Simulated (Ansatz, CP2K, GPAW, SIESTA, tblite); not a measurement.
**GPAW on random packing of Pb (141 atoms): settings against a plane-wave reference**

How near does GPAW come to plane waves for random packing of Pb (141 atoms)?

Method: the method is named at each step, in GPAW 26.7.0.

## 1. Starting point

The cell holds 141 atoms: 141 Pb. Its edges and angles: a = 16.375 Å, b = 16.375 Å, c = 16.375 Å, α = 90.0°, β = 90.0°, γ = 90.0°. 141 atoms (141 Pb) packed at random in a cube at 11 g/cm³ and pushed apart as soft spheres; a start for melting by ab initio MD, not an equilibrated structure. Then every atom was moved at random, 0.03 Å r.m.s. a Cartesian component.

The yardstick, on the same geometry:

```
method                 : Kohn-Sham DFT, PBE, PAW, plane waves (Ansatz 0.2.0); cutoff 420 eV, Γ point, fermi-dirac smearing of 0.05 eV; PAW set soft_2
r.m.s. force component : 1.159 eV/Å
longest force          : 4.235 eV/Å
pressure               : 12.95 GPa
SCF cycles             : 9
time                   : 2.7 min on 16 threads of Arm Neoverse N1, shared host
CPU time               : 42 min
```

## 2. PBE, LCAO dzp, h 0.2 Å, other mixer settings

Method: Kohn-Sham DFT, PBE, PAW, atomic orbitals (dzp).

run.py reads:

```python
import numpy as np
from ase.io import read
from gpaw import GPAW, FermiDirac, Mixer
from ase.parallel import parprint as print

atoms = read("structure.xyz")
atoms.calc = GPAW(
    mode="lcao",
    basis="dzp",
    h=0.2,
    xc="PBE",
    kpts={"size": (1, 1, 1), "gamma": True},
    occupations=FermiDirac(0.05),
    mixer=Mixer(0.03, 7, 100),
    maxiter=200,
    symmetry={"point_group": False},
    txt="gpaw.txt",
)
energy = atoms.get_potential_energy(force_consistent=True)
forces = atoms.get_forces()
print(f"energy {energy:.6f} eV")
print("forces (eV/A)")
for i, (a, f) in enumerate(zip(atoms, forces)):
    print(f"{i:4d} {a.symbol:2s} {f[0]:10.5f} {f[1]:10.5f} {f[2]:10.5f}")
print(f"Fermi level {atoms.calc.get_fermi_level():.4f} eV")
for k in range(len(atoms.calc.get_ibz_k_points())):
    for s in range(atoms.calc.get_number_of_spins()):
        e = atoms.calc.get_eigenvalues(kpt=k, spin=s)
        n = np.searchsorted(e, atoms.calc.get_fermi_level())
        print(f"k {k} spin {s} levels about the Fermi level:", np.round(e[max(n - 6, 0):n], 4).tolist(), "|", np.round(e[n:n + 6], 4).tolist())
```

structure.xyz reads:

```xyz
141
Lattice="16.37540 0.00000 0.00000 0.00000 16.37540 0.00000 0.00000 0.00000 16.37540" Properties=species:S:1:pos:R:3 pbc="T T T"
Pb 3.47224 2.71717 11.28527
Pb 11.95093 5.41240 1.73170
Pb 1.18623 6.45797 5.34035
Pb 7.26298 4.80945 14.34321
Pb 0.76997 5.39373 12.24307
Pb 15.61951 0.33078 13.17712
Pb 2.82165 1.59939 2.22935
Pb 0.06730 6.50824 15.98812
Pb 7.32357 15.36913 10.07922
Pb 5.55093 6.20333 16.08621
Pb 4.81322 12.37260 14.99020
Pb 4.63440 4.69663 1.91085
Pb 9.36919 7.31522 2.95641
Pb 0.38564 6.83853 2.63104
Pb 7.00949 0.22549 2.99604
Pb 13.90501 0.34225 15.43381
Pb 9.46154 3.33567 10.51333
Pb 11.75868 8.31559 4.56317
Pb 12.35082 4.09156 8.23404
Pb 12.63706 3.08169 12.83831
Pb 7.85757 14.29196 7.01178
Pb 9.87486 3.82038 13.58487
Pb 14.29507 12.55764 13.17843
Pb 14.65320 4.62671 1.90200
Pb 10.51399 10.47895 11.97042
Pb 11.96911 10.67578 7.34355
Pb 5.12141 3.81105 4.60100
Pb 1.95506 14.62127 7.28492
Pb 7.55725 12.97685 14.37269
Pb 0.74934 2.05773 5.15530
Pb 12.59334 1.87777 1.25190
Pb 1.96849 7.25774 13.92253
Pb 0.71462 9.36853 4.67223
Pb 9.83179 9.59860 9.33693
Pb 3.64926 15.78752 4.67452
Pb 15.79702 10.35597 11.68581
Pb 9.93577 0.45114 15.98517
Pb 15.18278 3.09986 7.03978
Pb 8.14578 11.82353 9.92775
Pb 5.05852 0.39645 11.39548
Pb 8.49801 7.72739 15.91820
Pb 7.40266 2.00451 11.96207
Pb 7.58492 11.49095 0.58673
Pb 1.26762 11.92096 6.53133
Pb 4.32327 11.03358 7.52237
Pb 0.93192 3.71656 2.44779
Pb 5.59466 8.26368 11.00542
Pb 6.10688 0.81468 6.01812
Pb 16.23130 12.98848 15.88840
Pb 11.07124 7.78323 7.55938
Pb 3.22202 11.05274 11.89263
Pb 1.35474 10.00946 13.73339
Pb 4.31361 6.28946 5.65262
Pb 13.14191 14.41887 2.54932
Pb 1.45774 2.28944 8.51111
Pb 10.36874 1.01036 13.22788
[... 81 atom lines left out ...]
Pb 8.87072 3.49795 3.76241
Pb 2.32236 6.13684 8.73906
Pb 0.25087 16.27977 10.12163
Pb 1.27532 7.78372 10.82725
```

On the command line:

```
> OMP_NUM_THREADS=1 mpirun -np 4 gpaw python run.py > output.txt
```

The log of the run:

```text
energy -383.958004 eV
forces (eV/A)
   0 Pb   -0.83775   -0.09797   -0.99736
   1 Pb   -0.54675    0.10576    2.44546
   2 Pb    1.46233   -1.81364   -0.07576
   3 Pb   -0.46905   -0.81277   -0.87206
   4 Pb    0.62042   -3.17671   -0.17271
   5 Pb   -0.45827   -0.38907   -1.26885
   6 Pb    1.46173    0.54732   -0.44382
   7 Pb    0.23961   -1.70728   -1.09284
   8 Pb    1.22421   -1.67326    0.73803
   9 Pb   -1.73679    0.47102   -1.57343
  10 Pb   -0.43151    1.44659   -0.08692
  11 Pb   -0.74607   -0.46133   -0.12548
  12 Pb    0.03757   -0.67092    0.49623
  13 Pb    0.77191   -0.95799   -0.52686
  14 Pb   -0.10465    2.28765    1.75218
  15 Pb   -2.47492   -1.10190   -0.46841
  16 Pb    1.11972    0.96051    0.00258
  17 Pb   -1.58843    0.01680    0.42782
  18 Pb   -3.62699    1.80250   -0.18797
  19 Pb    0.67280    1.39696    1.28777
  20 Pb   -1.77649   -0.46897    0.42616
  21 Pb   -0.35021    1.16744    0.67141
  22 Pb    1.43032    1.98858    0.08165
  23 Pb    0.02735   -0.50857   -0.26899
[...]
133 Pb   -1.02895   -1.28228    0.54684
 134 Pb   -2.28621   -1.35731   -1.95579
 135 Pb   -0.82021   -0.36860    0.11473
 136 Pb    0.00275    1.25657    1.49410
 137 Pb   -1.67881   -0.63092   -0.90354
 138 Pb   -0.18653   -1.82036    1.00343
 139 Pb   -0.07354   -0.34803    0.43383
 140 Pb   -0.64290    0.25697    0.99967
Fermi level 7.3715 eV
k 0 spin 0 levels about the Fermi level: [7.2356, 7.2528, 7.2653, 7.2891, 7.3234, 7.3467] | [7.3992, 7.4149, 7.4517, 7.4693, 7.5082, 7.5146]
```

gpaw.txt:

```text
Input parameters:
  mode=LCAO(),
  basis={'default': 'dzp'},
  h=0.2,
  kpts=MonkhorstPack(size=(1, 1, 1), gamma=True),
  maxiter=200,
  mixer=Pulay(name='pulay', nmaxold=7, beta=0.03, weight=100, sigma=0.015, g_ss=None),
  occupations=Occupations(name='fermi-dirac', width=0.05, fixmagmom=False),
  symmetry=Symmetry(point_group=False),
  xc=XC(name='PBE')
Unit cell  # Å
| periodic |         x |         y |         z |   lengths |    angles |
|----------|-----------|-----------|-----------|-----------|-----------|
|      yes | 16.375400 |  0.000000 |  0.000000 | 16.375400 | 90.000000 |
|      yes |  0.000000 | 16.375400 |  0.000000 | 16.375400 | 90.000000 |
|      yes |  0.000000 |  0.000000 | 16.375400 | 16.375400 | 90.000000 |
Number of symmetries: 1
Symmetry operations  # r_c * U_cc + t_c -> r_c
|   | kind |            matrix            |
|---|------|------------------------------|
| 0 |  E   |  1, 0, 0,  0, 1, 0,  0, 0, 1 |
BZ-sampling:
  Number of BZ points: 1
[... lines left out ...]
        l=2, rc=9.8125 Bohr: d-type Gaussian polarization
      Number of RI-basis functions 0
Reference energy: -79985699.334350  # eV
eigensolver:
density mixing:
  Pulay-Mixer
  Linear mixing parameters: 0.03
occupation numbers:
  Fermi-Dirac:
    width: 0.0500  # eV
FastPoissonSolver using
    Stencil: 6*3+1=19 point O(h^6) finite-difference Laplacian
xc functional:
  name: PBE with 2 nearest neighbor stencil
interpolation: tri-quintic # 5. degree polynomial
Initialization done in: 13.980 s
convergence criteria:
- Maximum [total energy] change in last 3 cyles: 0.0005 eV / valence electron
- Maximum integral of absolute [dens]ity change: 0.0001 electrons / valence electron
- Maximum integral of absolute [eigenst]ate change: 4e-08 eV^2 / valence electron
maximum number of iterations: 200
SCF iterations
|iter     |      energy | eigst |  dens |
|---------|-------------|-------|-------|
|iter:   1| -398.970465 |      c|       |
|iter:   2| -397.396973 |      c| -1.53 |
|iter:   3| -386.185366 |      c| -1.55 |
|iter:   4| -384.021968 |      c| -1.85 |
|iter:   5| -383.783363 |      c| -2.13 |
|iter:   6| -383.723501c|      c| -2.21 |
|iter:   7| -383.694547c|      c| -2.28 |
|iter:   8| -383.670805c|      c| -2.34 |
[...]
|iter:  17| -383.658422c|      c| -3.85 |
|iter:  18| -383.658252c|      c| -3.89 |
|iter:  19| -383.658238c|      c| -4.17c|
Converged in 19 steps
SCF loop duration: 891.540 s (46.923 s/step)
Energy contributions relative to reference atoms: (reference = -79985699.334350)
Energy contributions:
  Kinetic:        1497.182023
  Coulomb:       -1245.060329
  Zero:              9.381809
  External:          0.000000
  Xc:             -644.861974
  Entropy:          -0.599533
  Spinorbit:         0.000000
  ----------------------------
  Free energy:    -383.958004
  Extrapolated:   -383.658238
dipole moment: (-12.011280, -106.026134, 133.770182)  # |e|*Ang
Fermi level: 7.371
Eigenvalues  # (at kpt = [0.000, 0.000, 0.000])
| band index |      eig [eV] | occ [0-2] |
|------------|---------------|-----------|
|          0 |       -11.069 |     2.000 |
|        ... |               |           |
|        979 |         7.187 |     1.952 |
|        980 |         7.209 |     1.926 |
[...]
|        994 |         7.564 |     0.041 |
|        ... |               |           |
|       1188 |        12.588 |     0.000 |
Gap: 0.053 eV
Transition (v -> c):
  (s=0, k=0, n=986, [0.00, 0.00, 0.00]) -> (s=0, k=0, n=987, [0.00, 0.00, 0.00])
No difference between direct/indirect transitions
Force computation time: 56.959  # s
```

It took 16 min on 4 MPI ranks of Arm Neoverse N1, shared host; peak memory 8.1 GiB; 64 min of CPU time.

Banners, paths, timers and routine set-up lines are dropped from the logs unmarked, and long logs keep their key lines alone; longer cuts are marked.

Against the reference:

```
r.m.s. force component                  : 1.242 eV/Å
r.m.s. difference of force components   : 84.92 meV/Å
longest difference of force vectors     : 320.8 meV/Å
force difference over r.m.s. force      : 7.325 %
slope of forces against the reference's : 1.071
correlation of force components         : 0.9999
```

Local excerpt of 12 atoms (numbers count through the whole input) about Pb98, which bears the longest force; x, y, z are measured from there.

| atom | x | y | z | distance (Å) | Fx | Fy | Fz (eV/Å) |
| --- | --- | --- | --- | --- | --- | --- | --- |
| Pb98 | 0.00 | 0.00 | 0.00 | 0.00 | 2.46 | 0.99 | 3.70 |
| Pb38 | 0.18 | -1.97 | -1.89 | 2.74 | 0.44 | -2.46 | -1.50 |
| Pb116 | -0.83 | 0.55 | -2.59 | 2.77 | -1.90 | -0.06 | -3.12 |
| Pb61 | -1.02 | -2.37 | 1.14 | 2.82 | 1.43 | -1.61 | 0.93 |
| Pb103 | 1.33 | 2.21 | -1.24 | 2.86 | 1.11 | 2.63 | 0.72 |
| Pb66 | -0.78 | 2.45 | 1.25 | 2.86 | 0.04 | 0.67 | 0.62 |
| Pb19 | -2.65 | -0.98 | -0.70 | 2.91 | -3.63 | 1.80 | -0.19 |
| Pb134 | -0.68 | 0.34 | 3.21 | 3.30 | -1.03 | -1.28 | 0.55 |
| Pb139 | 3.69 | 1.06 | -0.19 | 3.85 | -0.19 | -1.82 | 1.00 |
| Pb5 | 2.14 | 0.32 | 3.31 | 3.96 | 0.62 | -3.18 | -0.17 |
| Pb97 | -1.18 | 3.45 | -1.61 | 3.99 | 1.04 | 0.63 | -0.14 |
| Pb55 | 2.83 | -2.78 | -0.42 | 3.99 | 0.28 | 0.49 | 1.16 |

Atoms are counted from 1 here, from 0 in the log.

Forces lie 7.3 % from the reference's, at 1.5 times its CPU time (on 4 against 16 cores).

Further runs of this program without a result: GPAW PBE, LCAO dzp, h 0.2 Å (cut off at its time limit); GPAW PBE, LCAO szp(dzp), h 0.2 Å (cut off at its time limit); GPAW PBE, LCAO dzp, h 0.25 Å (cut off at its time limit).

## 3. Results

```yaml
force_difference_from_the_reference: GPAW PBE, LCAO dzp, h 0.2 Å, other mixer settings, 7.3 %
its_cpu_time: 64 min
```

**Reading.** The PBE run in local orbitals differs by 7.3 % (GPAW PBE, LCAO dzp, h 0.2 Å, other mixer settings); basis, grid and potentials can all enter. The reference's pressure of 13 GPa belongs to a cell and atoms that aren't relaxed at this level. The electronic-structure runs sample only Γ, in a cell whose shortest periodic width is 16 Å, which is coarse for a cell with partly filled levels. Spin–orbit coupling is left out, which matters for the levels of the heavy elements.

[Also dropped from logs without a mark: logging warnings of Python, and SIESTA's first energy breakdown and zero terms.]

[Logs are printed without paths, hosts, clocks, repeated set-up lines and the standing remarks that a program may print on its own settings, such as how far it seeks lower states.]

[Hosts, paths, dates, database ids (printed as entryN), source tags and the programs' standing remarks are cut or masked in the printed files.]
